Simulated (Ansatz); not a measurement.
# La on Pd(100): change of the work function, part 2 of 2

Wanted: Δφ(θ) for La/Pd(100), starting from the bridge site.

Ansatz 0.2.0; plane-wave DFT, PBE, Ansatz PAW.

So far, work function, upper face (eV): step 2 (the clean slab) 5.10; step 3 (the covered slab, k-mesh 4×4×1, coverage 0.111 ML) 2.93; step 4 (adsorbate added, k-mesh 6×6×1, coverage 0.25 ML) 2.25; step 6 (the slab at 0.25 ML, atoms frozen) 2.25.

### 7. The substrate of the 0.25 ML cell alone

System of this step: La/Pd(100), substrate alone, atoms held. The cell holds 16 atoms: 16 Pd. Cell: a = 5.501 Å, b = 5.501 Å, c = 27.295 Å, α = 90.0°, β = 90.0°, γ = 90.0°. Vacuum lies along c.

The second part, atoms unmoved.

File input.yaml:

```yaml
crystal:
  lattice:
    - [5.5012907576, 0.0, 0.0]
    - [0.0, 5.5012907576, 0.0]
    - [0.0, 0.0, 27.2948684986]
  atoms:
    - { symbol: Pd, position: [0.25, 0.25, 0.3297323085] }
    - { symbol: Pd, position: [0.0, 0.0, 0.400991124] }
    - { symbol: Pd, position: [0.25, 0.2549315511, 0.4757242738] }
    - { symbol: Pd, position: [-0.0114452932, 0.0, 0.5465623464] }
    - { symbol: Pd, position: [0.25, 0.75, 0.3297323085] }
    - { symbol: Pd, position: [0.0, 0.5, 0.400991124] }
    - { symbol: Pd, position: [0.25, 0.7450684489, 0.4757242738] }
    - { symbol: Pd, position: [0.0006223076, 0.5, 0.5536478497] }
    - { symbol: Pd, position: [0.75, 0.25, 0.3297323085] }
    - { symbol: Pd, position: [0.5, 0.0, 0.400991124] }
    - { symbol: Pd, position: [0.75, 0.2562607694, 0.4744370062] }
    - { symbol: Pd, position: [0.5114452932, 0.0, 0.5465623464] }
    - { symbol: Pd, position: [0.75, 0.75, 0.3297323085] }
    - { symbol: Pd, position: [0.5, 0.5, 0.400991124] }
    - { symbol: Pd, position: [0.75, 0.7437392306, 0.4744370062] }
    - { symbol: Pd, position: [0.4993776924, 0.5, 0.5536478497] }
kpoints:
  mp_grid: { grid: [6, 6, 1] }
hamiltonian:
  xc: pbe
scf:
  occupations: { method: fermi_dirac, width: 0.1 }
  convergence: { dr2_threshold: 1.0e-08 }
efield:
  axis: 3
  dipole_correction: true
  ramp_position: 0.97
  ramp_width: 0.06
output:
  write_potential: true
  write_density: true
  volumetric_format: npy
```

Started as:

```bash
$ ansatz run input.yaml --threads 4 --pin off --max-ram 12288MiB --backend cpu --events-out ev --progress --plain --runs-dir out
```

Run time: 1.8 min. Hardware: 4 threads of Arm Neoverse V1, shared host; peak memory 3.9 GiB.

This step gave:

| Item | Value |
| --- | --- |
| energy at zero smearing | -111559.6923 eV |
| work function, upper face | 5.102 eV |
| dipole along the normal | -8.78e-4 e·Å |

The work function of the upper face is 5.10 eV.

### 8. The adsorbate layer of the 0.25 ML cell alone

System of this step: La/Pd(100), adsorbate layer alone, atoms held. The cell holds 1 atom: 1 La. Its edges and angles: a = 5.501 Å, b = 5.501 Å, c = 27.295 Å, α = 90.0°, β = 90.0°, γ = 90.0°. Vacuum lies along c.

The third part; a free layer of atoms may carry a moment, so spin is on.

input.yaml, the sections that differ from step 7:

```yaml
crystal:
  lattice:
    - [5.5012907576, 0.0, 0.0]
    - [0.0, 5.5012907576, 0.0]
    - [0.0, 0.0, 27.2948684986]
  atoms:
    - { symbol: La, position: [0.25, 0.0, 0.6197728151], spin: 1.0 }
magnetization:
  spin_polarized: true
# kpoints, hamiltonian, scf, efield, output: as in step 7
```

Run time: 23 s. Hardware: 4 threads; peak memory 1.2 GiB; 85 s of CPU time.

Numbers from this step:

- energy at zero smearing: -6246.4566 eV
- total moment: 1.352 μB
- site moments: 1.144 μB
- work function, upper face: 3.056 eV
- dipole along the normal: 5.50e-5 e·Å

Site moment by atom:

```tsv
atom	site moment (μB)
La1	1.14
```

The free layer carries a moment of 1.4 μB a cell.

### 9. Density difference at 0.25 ML

This step: plane-wave DFT, PBE, Ansatz PAW; density difference on adsorption (Ansatz 0.2.0).

The densities of the parts are taken from that of the whole and averaged over planes; the first moment of what is left gives the step in the potential.

This step gave:

```
largest charge moved                 : 0.01160 e/Å²
potential step from the moved charge : -2.845 eV
```

The electron density difference oscillates, so the rows of the table below give means over windows of 1 Å about each position, cut where the curve ends. Its maxima inside the range that stand out by 2 % of the span (Å: e/Å³): 10.5: 9.8e-4, 11.4: 8.2e-4, 12.7: 0.00436, 13.4: 0.00577, 14.9: 0.00478, 15.9: 0.0231, 17.6: -4.5e-4. Its minima: 10.9: -0.00115, 12.1: -8.4e-4, 12.9: -0.00545, 14.4: -0.0102, 15.4: -0.00348, 16.9: -0.00933, 18.5: -0.00438.

Planar mean, whole system less its parts. Electron density difference against z; means over each step:

```tsv
z (Å)	electron density difference (e/Å³)
7	1.4e-6
8	-4.4e-5
9	-1.7e-5
10	4.7e-5
11	1.5e-4
12	-2.5e-5
13	0.00125
14	-0.00492
15	-9.8e-4
16	0.0158
17	-0.00523
18	-0.00236
19	-0.00298
20	-6.3e-4
21	-5.8e-5
22	3.4e-6
23	3.0e-6
24	9.0e-7
```

The electrons moved below z oscillates, so the rows of the table below give means over windows of 1 Å about each position, cut where the curve ends. Its maxima inside the range that stand out by 2 % of the span (Å: e/Å²): 10.7: 1.8e-4, 12.7: 9.9e-4, 13.6: 0.00177, 15.1: -0.00409, 16.5: 0.0116. Its minima: 12.2: -2.2e-4, 13.1: -2.3e-4, 14.8: -0.00540, 15.4: -0.00475.

Planar mean, whole system less its parts. Electrons moved below z against z; means over each step:

```tsv
z (Å)	electrons moved below z (e/Å²)
6	1.0e-6
7	3.4e-6
8	-1.6e-5
9	-2.9e-5
10	-1.3e-4
11	5.3e-5
12	1.9e-6
13	6.1e-4
14	-2.0e-4
15	-0.00468
16	0.00461
17	0.00854
18	0.00506
19	0.00169
20	2.2e-4
21	4.5e-6
22	-6.0e-6
23	-2.1e-6
24	-3.9e-7
```

### 10. Varying the input

This step: plane-wave DFT, PBE, Ansatz PAW (Ansatz 0.2.0).

System of this step: La/Pd(100). The cell holds 17 atoms: 16 Pd and 1 La. Cell: a = 5.501 Å, b = 5.501 Å, c = 27.295 Å, α = 90.0°, β = 90.0°, γ = 90.0°. Vacuum lies along c. The cell carries charge +1.

A run with a changed input: it repeats the earlier run at 0.25 ML with scf.eigensolver.kind to davidson and total_charge to 1; its output block differs too.

File input.yaml:

```yaml
crystal:
  lattice:
    - [5.5012907576, 0.0, 0.0]
    - [0.0, 5.5012907576, 0.0]
    - [0.0, 0.0, 27.2948684986]
  atoms:
    - { symbol: Pd, position: [0.25, 0.25, 0.3297323085] }
    - { symbol: Pd, position: [0.0, 0.0, 0.400991124] }
    - { symbol: Pd, position: [0.25, 0.25, 0.4744466759] }
    - { symbol: Pd, position: [0.0, 0.0, 0.5470718412] }
    - { symbol: Pd, position: [0.25, 0.75, 0.3297323085] }
    - { symbol: Pd, position: [0.0, 0.5, 0.400991124] }
    - { symbol: Pd, position: [0.25, 0.75, 0.4744466759] }
    - { symbol: Pd, position: [0.0, 0.5, 0.5470718412] }
    - { symbol: Pd, position: [0.75, 0.25, 0.3297323085] }
    - { symbol: Pd, position: [0.5, 0.0, 0.400991124] }
    - { symbol: Pd, position: [0.75, 0.25, 0.4744466759] }
    - { symbol: Pd, position: [0.5, 0.0, 0.5470718412] }
    - { symbol: Pd, position: [0.75, 0.75, 0.3297323085] }
    - { symbol: Pd, position: [0.5, 0.5, 0.400991124] }
    - { symbol: Pd, position: [0.75, 0.75, 0.4744466759] }
    - { symbol: Pd, position: [0.5, 0.5, 0.5470718412] }
    - { symbol: La, position: [0.25, 0.0, 0.6702676915] }
kpoints:
  mp_grid: { grid: [6, 6, 1] }
hamiltonian:
  xc: pbe
scf:
  occupations: { method: fermi_dirac, width: 0.1 }
  convergence: { dr2_threshold: 1.0e-08 }
  eigensolver: { kind: davidson }
efield:
  axis: 3
  dipole_correction: true
  ramp_position: 0.97
  ramp_width: 0.06
relax:
  f_tol: 0.02
  max_steps: 60
  constraints: [{ sites: [0, 1, 4, 5, 8, 9, 12, 13] }]
output:
  bader: true
  dos: { projected: true, e_range: [-8, 4] }
  write_potential: true
  write_density: true
  volumetric_format: npy
total_charge: 1
```

It took 0.03 s on 4 threads; peak memory 0.032 GiB.

The program refused the input before any cycle.

The program's message: “Error: efield: with total_charge ≠ 0 without external_charges — the saw-weighted dipole of a charged cell depends on the ramp position (the isolated-slab reference a dipole correction restores does no …”

### 11. The same run with other settings

System of this step: Pd(100). The cell holds 4 atoms: 4 Pd. Its edges and angles: a = 2.751 Å, b = 2.751 Å, c = 23.835 Å, α = 90.0°, β = 90.0°, γ = 90.0°. Vacuum lies along c.

Another changed input: it repeats the earlier run at 0 ML with scf.algorithm to density_mixing and basis.ecutwfc to 350 eV.

File input.yaml:

```yaml
crystal:
  lattice:
    - [2.7506453788, 0.0, 0.0]
    - [0.0, 2.7506453788, 0.0]
    - [0.0, 0.0, 23.835]
  atoms:
    - { symbol: Pd, position: [0.5, 0.5, 0.3775959723] }
    - { symbol: Pd, position: [0.0, 0.0, 0.4591986574] }
    - { symbol: Pd, position: [0.5, 0.5, 0.5408013426] }
    - { symbol: Pd, position: [0.0, 0.0, 0.6224040277] }
kpoints:
  mp_grid: { grid: [11, 11, 1] }
hamiltonian:
  xc: pbe
scf:
  occupations: { method: fermi_dirac, width: 0.1 }
  convergence: { dr2_threshold: 1.0e-08 }
  algorithm: density_mixing
efield:
  axis: 3
  dipole_correction: true
  ramp_position: 0.97
  ramp_width: 0.06
relax:
  f_tol: 0.02
  max_steps: 60
  constraints: [{ sites: [0, 1] }]
output:
  write_potential: true
  write_density: true
  volumetric_format: npy
basis:
  ecutwfc: "350 eV"
```

Elapsed: 12 s, on 4 threads; peak memory 0.44 GiB; 45 s of CPU time.

```tsv
quantity	this run	earlier run	difference
work function, upper face (eV)	5.104	5.104	-1.8e-4
dipole along the normal (e·Å)	-1.07e-4	-1.27e-4	2.1e-5
```

Nothing in the table moves by 0.01 in its unit (for the dipole 0.5 % and 5e-5 e·Å).

The change did no harm here.

### 12. Results

```yaml
work_function_of_the_clean_face: 5.10 eV
work_function_at_0p11_ml: 2.93 eV
work_function_at_0p25_ml: 2.25 eV
dipole_per_adsorbate_at_0p11_ml_positive_end_outwards: 3.93 D
step_of_the_potential_from_the_moved_charge_at_0p25_ml_upper_less_lower_side_atoms_held: -2.84 eV
```

In words: La lowers the work function of Pd(100) at the lowest coverage, by 2.17 eV: the adsorbate layer has its positive end outwards. The slab has 4 layers, at the tabulated experimental lattice constant, one starting site was run, and quantum-size effects of a slab this thin can reach one or two tenths of an eV. The main runs have no spin polarisation; a magnetic state could lie lower and would change these results.

[Logs are printed without paths, hosts, clocks, repeated set-up lines and the standing remarks that a program may print on its own settings, such as how far it seeks lower states.]

[Hosts, paths, dates, database ids (printed as entryN), source tags and the programs' standing remarks are cut or masked in the printed files.]

[Maps of the electrostatic potential energy from Ansatz leave out the sawtooth potential of an applied field or a dipole correction, so their vacuum need not be flat; planar profiles and work functions include it.]
